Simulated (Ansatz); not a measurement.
In doubt: one-shot GW on d or f shells is unsure, so the values of those runs are not to be relied on.

Planning a GW calculation on KBaCeBiO6 (F-43m).

The structure is cubic, space group F-43m (No. 216). Conventional cell: a = 8.728 Å, b = 8.728 Å, c = 8.728 Å, α = 90.00°, β = 90.00°, γ = 90.00°. K has 12 O at 3.09 Å nearest. Nearest to Ba lie 12 O at 3.09 Å. Nearest to Ce lie 6 O at 2.22 Å. Nearest to Bi lie 6 O at 2.14 Å. O has 1 Bi at 2.14 Å and 1 Ce at 2.22 Å and 2 Ba at 3.09 Å and 2 K at 3.09 Å nearest. Farther neighbours and most contacts between anions are not listed.

```yaml
crystal:
  lattice:
    - [0.00000, 4.36398, 4.36398]
    - [4.36398, 0.00000, 4.36398]
    - [4.36398, 4.36398, 0.00000]
  atoms:
    - { symbol: K, position: [0.75000, 0.75000, 0.75000] }
    - { symbol: Ba, position: [0.25000, 0.25000, 0.25000] }
    - { symbol: Ce, position: [0.50000, 0.50000, 0.50000] }
    - { symbol: Bi, position: [0.00000, 0.00000, 0.00000] }
    - { symbol: O, position: [0.75466, 0.24534, 0.24534] }
    - { symbol: O, position: [0.24534, 0.75466, 0.75466] }
    - { symbol: O, position: [0.75466, 0.75466, 0.24534] }
    - { symbol: O, position: [0.24534, 0.24534, 0.75466] }
    - { symbol: O, position: [0.24534, 0.75466, 0.24534] }
    - { symbol: O, position: [0.75466, 0.24534, 0.75466] }
```

The cell and positions are those that the Materials Project relaxed with its own functionals (PBE, PBE+U or r2SCAN), kept fixed. Spin-orbit coupling is left out unless a run names it.

Runs so far (Ansatz 0.2.0, start PBE, PAW set soft_1 files, 4×4×4 mesh). Times are wall times on 1 × NVIDIA H100 80GB HBM3 (shared by 6 runs) with 2 threads of AMD EPYC 7R13 (Zen 3), shared host, good to a factor of about two.

```csv
bands summed,cutoff (eV),gap on the mesh (eV),time
190,54,2.922,22 s
464,108,2.764,52 s
```

What should the next rung give, with 952 bands and screening to 180 eV, and where is the limit?

The error falls about as one over the bands when the cutoff rises with them. A line through the two highest rungs given predicts 2.707 eV; the run gave 2.687 eV, close to it. The two highest rungs put the limit near 2.614 eV, the pair below near 2.654 eV; their difference is a rough measure of what is unsettled in bands and cutoff; the mesh is a separate error.

Gaps are over the mesh's points; an edge off the mesh would be missed. Limits: not at the basis limit; f levels unsure; no spin polarisation; f levels unsure; no spin-orbit coupling.

[Paths, hosts, dates, memory and timing lines, banners, echoed tables and standing remarks are left out of the program output.]

[Logs are printed without paths, hosts, clocks, repeated set-up lines and the standing remarks that a program may print on its own settings, such as how far it seeks lower states.]

[Runs of the session that timed out or met a known fault of the program may be left out.]

[Cells called generated may have been cut or substituted from an entry of the Crystallography Open Database or the Materials Project.]

[Hosts, paths, dates, database ids (printed as entryN), source tags and the programs' standing remarks are cut or masked in the printed files.]
